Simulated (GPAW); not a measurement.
# SrTiO3 (Tausonite): G0W0 with GPAW, start to end

How does a plane-wave GW calculation on SrTiO3 (Tausonite) run from the first input to the gap?

Program: GPAW 26.7.0. Level of theory: PBE and many-body steps on it, plane waves. Results are calculated unless marked as measured.

**Experimental background.**

- Gap 3.77 eV: direct gap (M0 critical point); spectroscopic ellipsometry, second-derivative fit; 300 K; bulk crystal (commercial single crystal) (“Optical probe of ferroelectric order in bulk and thin film perovskite titanates”, 2013, arxiv:1309.1245).

## Step 1: Starting point

The structure is cubic, space group Pm-3m (No. 221). Conventional cell: a = 3.905 Å, b = 3.905 Å, c = 3.905 Å, α = 90.00°, β = 90.00°, γ = 90.00°. Nearest to Sr lie 12 O at 2.76 Å. Nearest to Ti lie 6 O at 1.95 Å. Nearest to O lie 2 Ti at 1.95 Å and 4 Sr at 2.76 Å. Farther neighbours and most contacts between anions are not listed.

The cell and positions come from the Crystallography Open Database and are kept as given unless a step says otherwise.

## Step 2: Ground state

This step: GPAW 26.7.0; DFT, PBE, plane waves, PAW.

The ground-state density comes first.

run.py

```python
import json
import numpy as np
from gpaw.mpi import world
from ase import Atoms
from gpaw import GPAW, PW, FermiDirac

atoms = Atoms(['Sr', 'Ti', 'O', 'O', 'O'],
    cell=[[3.9052800000, 0.0000000000, 0.0000000000],
      [0.0000000000, 3.9052800000, 0.0000000000],
      [0.0000000000, 0.0000000000, 3.9052800000]],
    scaled_positions=[[0.5000000000, 0.5000000000, 0.5000000000],
      [0.0000000000, 0.0000000000, 0.0000000000],
      [0.5000000000, 0.0000000000, 0.0000000000],
      [0.0000000000, 0.5000000000, 0.0000000000],
      [0.0000000000, 0.0000000000, 0.5000000000]],
    pbc=(True, True, True))
calc = GPAW(mode=PW(600),
    xc='PBE',
    kpts={'size': (6, 6, 6), 'gamma': True},
    occupations=FermiDirac(0.001),
    nbands=-8,
    convergence={'density': 1e-6, 'bands': -3},
    maxiter=100,
    txt='gs.txt')
atoms.calc = calc
res = {'energy': atoms.get_potential_energy()}
kpts = calc.get_ibz_k_points()
res['kpts'] = kpts
res['eigenvalues'] = [calc.get_eigenvalues(kpt=k) for k in range(len(kpts))]
res['n_electrons'] = calc.get_number_of_electrons()
calc.write('gs.gpw')

if world.rank == 0:
    with open('result.json', 'w') as f:
        json.dump(res, f, default=lambda x: x.tolist())
```

Run with:

```
> mpirun -n 4 gpaw python run.py
```

Numbers of over 12 decimals in the logs are rounded to 6 here.

Output:

```text
__  _  _
 | _ |_)|_||  |
 |__||  | ||/\| - 26.7.0

Input parameters:
  mode=PW(ecut=600.0),
  convergence={'density': 1e-06, 'bands': -3},
  kpts=MonkhorstPack(size=(6, 6, 6), gamma=True),
  maxiter=100,
  nbands=-8,
  occupations=Occupations(name='fermi-dirac', width=0.001, fixmagmom=False),
  xc=XC(name='PBE')
  [... matrices ...]
Diagonalizing LCAO Hamiltonian
Converting LCAO to pw mode
   .---------.
  /|         |
 * |         |
 | |         |
 | |   Sr    |
 O .---------.
 |O         /
 Ti---O----*

Atoms  # Å, Bohr magnetons
|   | symbol |        x |        y |        z |    initial magnetic moments |
| 0 |     Sr | 1.952640 | 1.952640 | 1.952640 | ( 0.0000,  0.0000,  0.0000) |
| 1 |     Ti | 0.000000 | 0.000000 | 0.000000 | ( 0.0000,  0.0000,  0.0000) |
| 2 |      O | 1.952640 | 0.000000 | 0.000000 | ( 0.0000,  0.0000,  0.0000) |
| 3 |      O | 0.000000 | 1.952640 | 0.000000 | ( 0.0000,  0.0000,  0.0000) |
| 4 |      O | 0.000000 | 0.000000 | 1.952640 | ( 0.0000,  0.0000,  0.0000) |

Unit cell  # Å
| periodic |        x |        y |        z |  lengths |    angles |
|      yes | 3.905280 | 0.000000 | 0.000000 | 3.905280 | 90.000000 |
|      yes | 0.000000 | 3.905280 | 0.000000 | 3.905280 | 90.000000 |
|      yes | 0.000000 | 0.000000 | 3.905280 | 3.905280 | 90.000000 |

Number of symmetries: 48
Symmetry operations  # r_c * U_cc + t_c -> r_c
|    | kind |            matrix            |
|  0 |  E   |  1, 0, 0,  0, 1, 0,  0, 0, 1 |
|  1 |  σ   |  1, 0, 0,  0, 1, 0,  0, 0,-1 |
|  2 |  σ   |  1, 0, 0,  0, 0, 1,  0, 1, 0 |
|  3 |  C4  |  1, 0, 0,  0, 0, 1,  0,-1, 0 |
|  4 |  C4  |  1, 0, 0,  0, 0,-1,  0, 1, 0 |
|  5 |  σ   |  1, 0, 0,  0, 0,-1,  0,-1, 0 |
|  6 |  σ   |  1, 0, 0,  0,-1, 0,  0, 0, 1 |
|  7 |  C2  |  1, 0, 0,  0,-1, 0,  0, 0,-1 |
|  8 |  σ   |  0, 1, 0,  1, 0, 0,  0, 0, 1 |
|  9 |  C2  |  0, 1, 0,  1, 0, 0,  0, 0,-1 |
| 10 |  C3  |  0, 1, 0,  0, 0, 1,  1, 0, 0 |
| 11 |  S6  |  0, 1, 0,  0, 0, 1, -1, 0, 0 |
| 12 |  S6  |  0, 1, 0,  0, 0,-1,  1, 0, 0 |
| 13 |  C3  |  0, 1, 0,  0, 0,-1, -1, 0, 0 |
| 14 |  C4  |  0, 1, 0, -1, 0, 0,  0, 0, 1 |
| 15 |  S4  |  0, 1, 0, -1, 0, 0,  0, 0,-1 |
| 16 |  C3  |  0, 0, 1,  1, 0, 0,  0, 1, 0 |
| 17 |  S6  |  0, 0, 1,  1, 0, 0,  0,-1, 0 |
| 18 |  σ   |  0, 0, 1,  0, 1, 0,  1, 0, 0 |
| 19 |  C4  |  0, 0, 1,  0, 1, 0, -1, 0, 0 |
| 20 |  C2  |  0, 0, 1,  0,-1, 0,  1, 0, 0 |
| 21 |  S4  |  0, 0, 1,  0,-1, 0, -1, 0, 0 |
| 22 |  S6  |  0, 0, 1, -1, 0, 0,  0, 1, 0 |
| 23 |  C3  |  0, 0, 1, -1, 0, 0,  0,-1, 0 |
| 24 |  S6  |  0, 0,-1,  1, 0, 0,  0, 1, 0 |
| 25 |  C3  |  0, 0,-1,  1, 0, 0,  0,-1, 0 |
| 26 |  C4  |  0, 0,-1,  0, 1, 0,  1, 0, 0 |
| 27 |  σ   |  0, 0,-1,  0, 1, 0, -1, 0, 0 |
| 28 |  S4  |  0, 0,-1,  0,-1, 0,  1, 0, 0 |
| 29 |  C2  |  0, 0,-1,  0,-1, 0, -1, 0, 0 |
| 30 |  C3  |  0, 0,-1, -1, 0, 0,  0, 1, 0 |
| 31 |  S6  |  0, 0,-1, -1, 0, 0,  0,-1, 0 |
| 32 |  C4  |  0,-1, 0,  1, 0, 0,  0, 0, 1 |
| 33 |  S4  |  0,-1, 0,  1, 0, 0,  0, 0,-1 |
| 34 |  S6  |  0,-1, 0,  0, 0, 1,  1, 0, 0 |
| 35 |  C3  |  0,-1, 0,  0, 0, 1, -1, 0, 0 |
| 36 |  C3  |  0,-1, 0,  0, 0,-1,  1, 0, 0 |
| 37 |  S6  |  0,-1, 0,  0, 0,-1, -1, 0, 0 |
| 38 |  σ   |  0,-1, 0, -1, 0, 0,  0, 0, 1 |
| 39 |  C2  |  0,-1, 0, -1, 0, 0,  0, 0,-1 |
| 40 |  σ   | -1, 0, 0,  0, 1, 0,  0, 0, 1 |
| 41 |  C2  | -1, 0, 0,  0, 1, 0,  0, 0,-1 |
| 42 |  C2  | -1, 0, 0,  0, 0, 1,  0, 1, 0 |
| 43 |  S4  | -1, 0, 0,  0, 0, 1,  0,-1, 0 |
| 44 |  S4  | -1, 0, 0,  0, 0,-1,  0, 1, 0 |
| 45 |  C2  | -1, 0, 0,  0, 0,-1,  0,-1, 0 |
| 46 |  C2  | -1, 0, 0,  0,-1, 0,  0, 0, 1 |
| 47 |  i   | -1, 0, 0,  0,-1, 0,  0, 0,-1 |

BZ-sampling:
  Number of BZ points: 216
  Number of IBZ points: 20

  Monkhorst-Pack size: [6, 6, 6]
  Monkhorst-Pack shift: [0.083333, 0.083333, 0.083333]

K-points  # in reciprocal-cell coordinates
|     |                                coordinates |     weight |
|   0 | (  0.00000000,   0.00000000,   0.00000000) | 0.00462963 |
|   1 | (  0.16666667,   0.00000000,   0.00000000) | 0.02777778 |
|   2 | (  0.16666667,   0.16666667,   0.00000000) | 0.05555556 |
|   3 | (  0.16666667,   0.16666667,   0.16666667) | 0.03703704 |
|   4 | (  0.33333333,   0.00000000,   0.00000000) | 0.02777778 |
|   5 | (  0.33333333,   0.16666667,   0.00000000) | 0.11111111 |
|   6 | (  0.33333333,   0.16666667,   0.16666667) | 0.11111111 |
|   7 | (  0.33333333,   0.33333333,   0.00000000) | 0.05555556 |
|   8 | (  0.33333333,   0.33333333,   0.16666667) | 0.11111111 |
|   9 | (  0.33333333,   0.33333333,   0.33333333) | 0.03703704 |
| ... |                                            |            |
|  19 | (  0.50000000,   0.50000000,   0.50000000) | 0.00462963 |

Plane wave coefficients: 2008
Cutoff: 600.0 eV

Spin-components: 1 (collinear spins)
Bands:           28
Projectors:      26
Spin-degeneracy: 2
Datatype:        complex128

  Storage: CPU
  Wave functions: 17_337_600 bytes (4_334_400 per core)
  Projectors: 18_576_000 bytes (4_644_000 per core)
  [... matrices ...]
Parallelization:
  kpt:    4
  domain: 1
  band:   1

Density:
  Valence electrons: 40.0
  Components: 1
  Grid points: [24 24 24]
  Charge: 0.0  # |e|

Potential:
  Grid points: [24 24 24]

species:
  Sr:
    name:    Strontium
    Z:       38.0
    valence: 10
    core:    28
    charge:  0.0  # [|e|]
    compensation charges:
      type: gauss
      rc: 0.40  # [Å]
      lmax: 2
    cutoffs:
      filter: 2.39  # [Å]
      core: 1.85  # [Å]
    projectors
    | kind |    occ | energy [eV] | rcut [Å] |
    |   4s |  2.000 |     -40.883 |    1.291 |
    |   5s |  2.000 |      -3.525 |    1.291 |
    |   4p |  6.000 |     -22.826 |    1.291 |
    |    p |        |       4.386 |    1.291 |
    |    d |        |       0.000 |    1.254 |

    Using partial waves for Sr as LCAO basis

  Ti:
    name:    Titanium
    Z:       22.0
    valence: 12
    core:    10
    charge:  0.0  # [|e|]
    compensation charges:
      type: gauss
      rc: 0.38  # [Å]
      lmax: 2
    cutoffs:
      filter: 2.23  # [Å]
      core: 1.02  # [Å]
    projectors
    | kind |    occ | energy [eV] | rcut [Å] |
    |   3s |  2.000 |     -62.623 |    1.270 |
    |   4s |  2.000 |      -4.466 |    1.270 |
    |   3p |  6.000 |     -38.862 |    1.058 |
    |   4p |  0.000 |      -1.466 |    1.058 |
    |   3d |  2.000 |      -4.258 |    1.058 |
    |    d |        |      22.953 |    1.058 |

    Using partial waves for Ti as LCAO basis

  O:
    name:    Oxygen
    Z:       8.0
    valence: 6
    core:    2
    charge:  0.0  # [|e|]
    compensation charges:
      type: gauss
      rc: 0.21  # [Å]
      lmax: 2
    cutoffs:
      filter: 1.17  # [Å]
      core: 0.83  # [Å]
    projectors
    | kind |    occ | energy [eV] | rcut [Å] |
    |   2s |  2.000 |     -23.961 |    0.688 |
    |   2p |  4.000 |      -9.029 |    0.598 |
    |    s |        |       3.251 |    0.688 |
    |    p |        |      18.182 |    0.598 |
    |    d |        |       0.000 |    0.619 |

    Using partial waves for O as LCAO basis

Reference energy: -115843.341193  # eV

eigensolver:
  PPCG
  Converge bands: -3
  niter=2

density mixing:
  MSR1-Mixer
  Pratt-step length: 0.05
  Maximum mixing coefficient: 0.75
  Old densities: 10
  SVD Regularization: 0.005
  Good broyden scale: 1.0
  Trust region scale: 1.0
  Backstep threshold: 4.0
  History deletion threshold: 6.0
  Fourier metric: weight=20.0, sigma=0.015

occupation numbers:
  Fermi-Dirac:
    width: 0.0010  # eV

poisson solver:
  ecut: 4800.0  # eV

xc functional:
  name: PBE with 2 nearest neighbor stencil

Initialization done in: 1.909 s

convergence criteria:
- Maximum integral of absolute [dens]ity change: 1e-06 electrons / valence electron
- Maximum [total energy] change in last 3 cyles: 0.0005 eV / valence electron
- Maximum integral of absolute [eigenst]ate change: 4e-08 eV^2 / valence electron
maximum number of iterations: 100

SCF iterations
|iter     |     time |      energy | eigst |  dens |
|iter:   1|  |  -44.780021 | +0.52 |       |
|iter:   2|  |  -43.028076 | -0.60 | -0.87 |
|iter:   3|  |  -39.538605 | +0.05 | -0.93 |
|iter:   4|  |  -39.360595 | -1.05 | -1.46 |
|iter:   5|  |  -39.337651 | -1.82 | -1.65 |
|iter:   6|  |  -39.343074 | -3.03 | -2.00 |
|iter:   7|  |  -39.343223c| -4.25 | -2.89 |
|iter:   8|  |  -39.343246c| -5.09 | -3.42 |
|iter:   9|  |  -39.343248c| -5.70 | -4.00 |
|iter:  10|  |  -39.343248c| -5.97 | -4.87 |
|iter:  11|  |  -39.343248c| -2.27 | -5.28 |
|iter:  12|  |  -39.343248c| -4.90 | -5.87 |
|iter:  13|  |  -39.343248c| -6.63 | -6.51c|
|iter:  14|  |  -39.343248c| -8.11c| -7.20c|

Converged in 14 steps
SCF loop duration: 7.573 s (0.541 s/step)
Energy contributions relative to reference atoms: (reference = -115843.341193)
  [... matrices ...]
Energy contributions:
  Kinetic:          43.716239
  Coulomb:         -45.478200
  Zero:              0.354964
  External:          0.000000
  Xc:              -37.936252
  Entropy:          -0.000000
  Spinorbit:         0.000000
  ----------------------------
  Free energy:     -39.343248
  Extrapolated:    -39.343248

dipole moment: (-34.511385, -34.511385, -34.511385)  # |e|*Ang

Fermi level: 7.218
Eigenvalues  # (at kpt = [0.000, 0.000, 0.000])
| band index |      eig [eV] | occ [0-2] |
|          0 |       -49.845 |     2.000 |
|        ... |               |           |
|         12 |         3.736 |     2.000 |
|         13 |         3.736 |     2.000 |
|         14 |         5.378 |     2.000 |
|         15 |         5.378 |     2.000 |
|         16 |         5.378 |     2.000 |
|         17 |         6.196 |     2.000 |
|         18 |         6.196 |     2.000 |
|         19 |         6.196 |     2.000 |
|         20 |         8.446 |     0.000 |
|         21 |         8.446 |     0.000 |
|         22 |         8.446 |     0.000 |
|         23 |        10.902 |     0.000 |
|         24 |        10.902 |     0.000 |
|         25 |        12.006 |     0.000 |
|         26 |        12.006 |     0.000 |
|         27 |        12.770 |     0.000 |

Gap: 1.901 eV
Transition (v -> c):
  (s=0, k=19, n=19, [0.50, 0.50, 0.50]) -> (s=0, k=0, n=20, [0.00, 0.00, 0.00])
Direct/indirect transitions are different
Direct gap: 2.250 eV
Transition at: (s=0, k=0, n=19, [0.00, 0.00, 0.00])
# Writing to gs.gpw (mode='')
  [... matrices ...]
```

Elapsed: 11 s, on 4 MPI ranks of Arm Neoverse V1, shared host; peak memory 0.74 GiB.

Numbers from this step:

```
total energy               : -39.34 eV
gap                        : 1.901 eV
k of the valence top       : 0.5, 0.5, 0.5
k of the conduction bottom : 0, 0, 0
least direct gap           : 2.250 eV
```

The gap is indirect, with the least direct gap 0.35 eV higher.

## Step 3: Bands along the symmetry lines

Levels along a band path, at the cheap level, show where the edges lie and whether the meshes to come will hold them.

run.py

```python
import json
import numpy as np
from gpaw.mpi import world
from gpaw import GPAW

path = [[0.000000, 0.000000, 0.000000],
    [0.000000, 0.062500, 0.000000],
    [0.000000, 0.125000, 0.000000],
    [0.000000, 0.187500, 0.000000],
    [0.000000, 0.250000, 0.000000],
    [0.000000, 0.312500, 0.000000],
    [0.000000, 0.375000, 0.000000],
    [0.000000, 0.437500, 0.000000],
    [0.000000, 0.500000, 0.000000],
    [0.062500, 0.500000, 0.000000],
    [0.125000, 0.500000, 0.000000],
    [0.187500, 0.500000, 0.000000],
    [0.250000, 0.500000, 0.000000],
    [0.312500, 0.500000, 0.000000],
    [0.375000, 0.500000, 0.000000],
    [0.437500, 0.500000, 0.000000],
    [0.500000, 0.500000, 0.000000],
    [0.437500, 0.437500, 0.000000],
    [0.375000, 0.375000, 0.000000],
    [0.312500, 0.312500, 0.000000],
    [0.250000, 0.250000, 0.000000],
    [0.187500, 0.187500, 0.000000],
    [0.125000, 0.125000, 0.000000],
    [0.062500, 0.062500, 0.000000],
    [0.000000, 0.000000, 0.000000],
    [0.062500, 0.062500, 0.062500],
    [0.125000, 0.125000, 0.125000],
    [0.187500, 0.187500, 0.187500],
    [0.250000, 0.250000, 0.250000],
    [0.312500, 0.312500, 0.312500],
    [0.375000, 0.375000, 0.375000],
    [0.437500, 0.437500, 0.437500],
    [0.500000, 0.500000, 0.500000],
    [0.437500, 0.500000, 0.437500],
    [0.375000, 0.500000, 0.375000],
    [0.312500, 0.500000, 0.312500],
    [0.250000, 0.500000, 0.250000],
    [0.187500, 0.500000, 0.187500],
    [0.125000, 0.500000, 0.125000],
    [0.062500, 0.500000, 0.062500],
    [0.000000, 0.500000, 0.000000],
    [0.500000, 0.500000, 0.500000],
    [0.500000, 0.500000, 0.437500],
    [0.500000, 0.500000, 0.375000],
    [0.500000, 0.500000, 0.312500],
    [0.500000, 0.500000, 0.250000],
    [0.500000, 0.500000, 0.187500],
    [0.500000, 0.500000, 0.125000],
    [0.500000, 0.500000, 0.062500],
    [0.500000, 0.500000, 0.000000]]
calc = GPAW('gs.gpw').fixed_density(kpts=path,
    symmetry='off',
    nbands=30,
    convergence={'bands': 26},
    txt='bands.txt')
res = {}
kpts = calc.get_ibz_k_points()
res['kpts'] = kpts
res['eigenvalues'] = [calc.get_eigenvalues(kpt=k) for k in range(len(kpts))]
res['n_electrons'] = calc.get_number_of_electrons()

if world.rank == 0:
    with open('result.json', 'w') as f:
        json.dump(res, f, default=lambda x: x.tolist())
```

Run with:

```
> mpirun -n 4 gpaw python run.py
```

Output:

```text
Diagonalizing LCAO Hamiltonian
Converting LCAO to pw mode
convergence criteria:
- Maximum integral of absolute [eigenst]ate change: 4e-08 eV^2 / valence electron
maximum number of iterations: 100

SCF iterations
|iter     |     time |      energy | eigst |  dens |
|iter:   1|  |             | +0.78 |       |
|iter:   2|  |             | -0.90 |       |
|iter:   3|  |             | -1.00 |       |
[...]
|iter:   7|  |             | -6.29 |       |
|iter:   8|  |             | -7.08 |       |
|iter:   9|  |             | -7.75c|       |
SCF steps: 9
  __  _  _
 | _ |_)|_||  |
 |__||  | ||/\| - 26.7.0

Input parameters:
  mode=PW(ecut=600.0),
  convergence={'bands': 26},
  gpts=array([24, 24, 24]),
  kpts=KPoints(kpts=array([[0.    , 0.    , 0.    ],
         [0.    , 0.0625, 0.    ],
         [0.    , 0.125 , 0.    ],
         [0.    , 0.1875, 0.    ],
         [0.    , 0.25  , 0.    ],
         [0.    , 0.3125, 0.    ],
         [0.    , 0.375 , 0.    ],
         [0.    , 0.4375, 0.    ],
[...]
[0.0625, 0.5   , 0.    ],
[...]
[0.1875, 0.5   , 0.    ],
[...]
[0.3125, 0.5   , 0.    ],
[...]
[0.4375, 0.5   , 0.    ],
[...]
[0.4375, 0.4375, 0.    ],
[...]
[0.3125, 0.3125, 0.    ],
[...]
[0.1875, 0.1875, 0.    ],
[...]
[0.0625, 0.0625, 0.    ],
[...]
[0.0625, 0.0625, 0.0625],
[...]
[0.1875, 0.1875, 0.1875],
[...]
[0.3125, 0.3125, 0.3125],
[...]
[0.4375, 0.4375, 0.4375],
[...]
[0.4375, 0.5   , 0.4375],
[...]
[0.3125, 0.5   , 0.3125],
[...]
[0.1875, 0.5   , 0.1875],
[...]
[0.0625, 0.5   , 0.0625],
[...]
[0.5   , 0.5   , 0.4375],
[...]
[0.5   , 0.5   , 0.3125],
         [0.5   , 0.5   , 0.25  ],
         [0.5   , 0.5   , 0.1875],
         [0.5   , 0.5   , 0.125 ],
         [0.5   , 0.5   , 0.0625],
         [0.5   , 0.5   , 0.    ]])),
  maxiter=100,
  nbands=30,
  occupations=Occupations(name='fermi-dirac', width=0.001, fixmagmom=False),
  parallel={},
  symmetry=Symmetry(point_group=False, time_reversal=False),
  xc=XC(name='PBE')
```

Wall time 14 s (4 MPI ranks); peak memory 0.82 GiB; 58 s of CPU time.

Numbers from this step:

```yaml
gap: 1.901 eV
k_of_the_valence_top: 0.5, 0.5, 0.5
k_of_the_conduction_bottom: 0, 0, 0
least_direct_gap: 2.250 eV
```

The gap is 1.901 eV, as in the run before at this level.

Electronic bands along the path, in eV, zero at the top of the highest filled band:

```
    point  band 17  band 18  band 19  band 20  band 21  band 22  band 23  band 24
        Γ    -1.17    -0.35    -0.35    -0.35     1.90     1.90     1.90     4.36
  halfway    -1.66    -1.60    -0.59    -0.59     1.98     2.96     2.96     4.37
        X    -2.34    -1.96    -0.72    -0.72     2.06     3.82     3.82     4.37
  halfway    -1.87    -1.46    -1.31    -0.64     3.02     3.83     3.95     5.11
        M    -1.71    -1.56    -1.56    -0.08     3.83     3.83     4.29     5.34
  halfway    -1.69    -1.36    -1.05    -0.73     2.91     3.06     3.33     4.99
        Γ    -1.17    -0.35    -0.35    -0.35     1.90     1.90     1.90     4.36
  halfway    -2.78    -0.92    -0.92    -0.62     3.39     3.44     3.44     6.52
        R    -3.72     0.00     0.00     0.00     4.51     4.51     4.51     6.99
  halfway    -2.71    -0.94    -0.80    -0.52     3.52     4.02     4.04     6.48
        X    -2.34    -1.96    -0.72    -0.72     2.06     3.82     3.82     4.37
jump to R    -3.72     0.00     0.00     0.00     4.51     4.51     4.51     6.99
  halfway    -3.14    -0.66    -0.66    -0.04     4.11     4.11     4.40     6.81
        M    -1.71    -1.56    -1.56    -0.08     3.83     3.83     4.29     5.34
```

## Step 4: Empty states on the mesh, 4×4×4 mesh, 895 bands

The sums over transitions need many empty states on a uniform mesh; this step solves for them.

run.py

```python
import json
import numpy as np
from gpaw.mpi import world
from gpaw import GPAW

calc = GPAW('gs.gpw').fixed_density(kpts={'size': (4, 4, 4), 'gamma': True},
    parallel={'domain': 1, 'band': 1},
    txt='nscf.txt')
calc.diagonalize_full_hamiltonian(nbands=895)
calc.write('full.gpw', mode='all')
res = {}
kpts = calc.get_ibz_k_points()
res['kpts'] = kpts
res['eigenvalues'] = [calc.get_eigenvalues(kpt=k) for k in range(len(kpts))]
res['n_electrons'] = calc.get_number_of_electrons()

if world.rank == 0:
    with open('result.json', 'w') as f:
        json.dump(res, f, default=lambda x: x.tolist())
```

Run with:

```
> mpirun -n 4 gpaw python run.py
```

Output:

```text
Diagonalizing LCAO Hamiltonian
Converting LCAO to pw mode
convergence criteria:
- Maximum integral of absolute [eigenst]ate change: 4e-08 eV^2 / valence electron
maximum number of iterations: 100

SCF iterations
|iter     |     time |      energy | eigst |  dens |
|iter:   1|  |             | +0.48 |       |
|iter:   2|  |             | -1.30 |       |
|iter:   3|  |             | -2.01 |       |
[...]
|iter:  27|  |             | -7.03 |       |
|iter:  28|  |             | -7.21 |       |
|iter:  29|  |             | -7.48c|       |
SCF steps: 29
  __  _  _
 | _ |_)|_||  |
 |__||  | ||/\| - 26.7.0

Input parameters:
  mode=PW(ecut=600.0),
  convergence={'density': 1e-06, 'bands': -3},
  gpts=array([24, 24, 24]),
  kpts=MonkhorstPack(size=(4, 4, 4), gamma=True),
  maxiter=100,
  nbands=28,
  occupations=Occupations(name='fermi-dirac', width=0.001, fixmagmom=False),
  parallel={'domain': 1, 'band': 1},
  xc=XC(name='PBE')
Matrix size: 1980x1980
# Writing to full.gpw (mode='all')
  [... matrices ...]

timing:  # [seconds]
  Total: 32.817  # ━━━━━━━━━━━━━━━━━━━━━━━━━━━━━━━━━━━━━━━━━━━━━━━━━━━━━━━━━━
```

It took 43 s on 4 MPI ranks; peak memory 2.1 GiB.

This step gave:

* gap: 1.901 eV
* k of the valence top: 0.5, 0.5, 0.5
* k of the conduction bottom: 0, 0, 0
* least direct gap: 2.250 eV
* k points computed: 10
* lowest point of the top converged band, above the valence top: 328.9033 eV

On this mesh the gap is 1.901 eV.

(Part 1 of 2 ends here.)

[Paths, hosts, dates, memory and timing lines, banners, echoed tables and standing remarks are left out of the program output.]

[Logs are printed without paths, hosts, clocks, repeated set-up lines and the standing remarks that a program may print on its own settings, such as how far it seeks lower states.]

[Runs of the session that timed out or met a known fault of the program may be left out.]

[Hosts, paths, dates, database ids (printed as entryN), source tags and the programs' standing remarks are cut or masked in the printed files.]
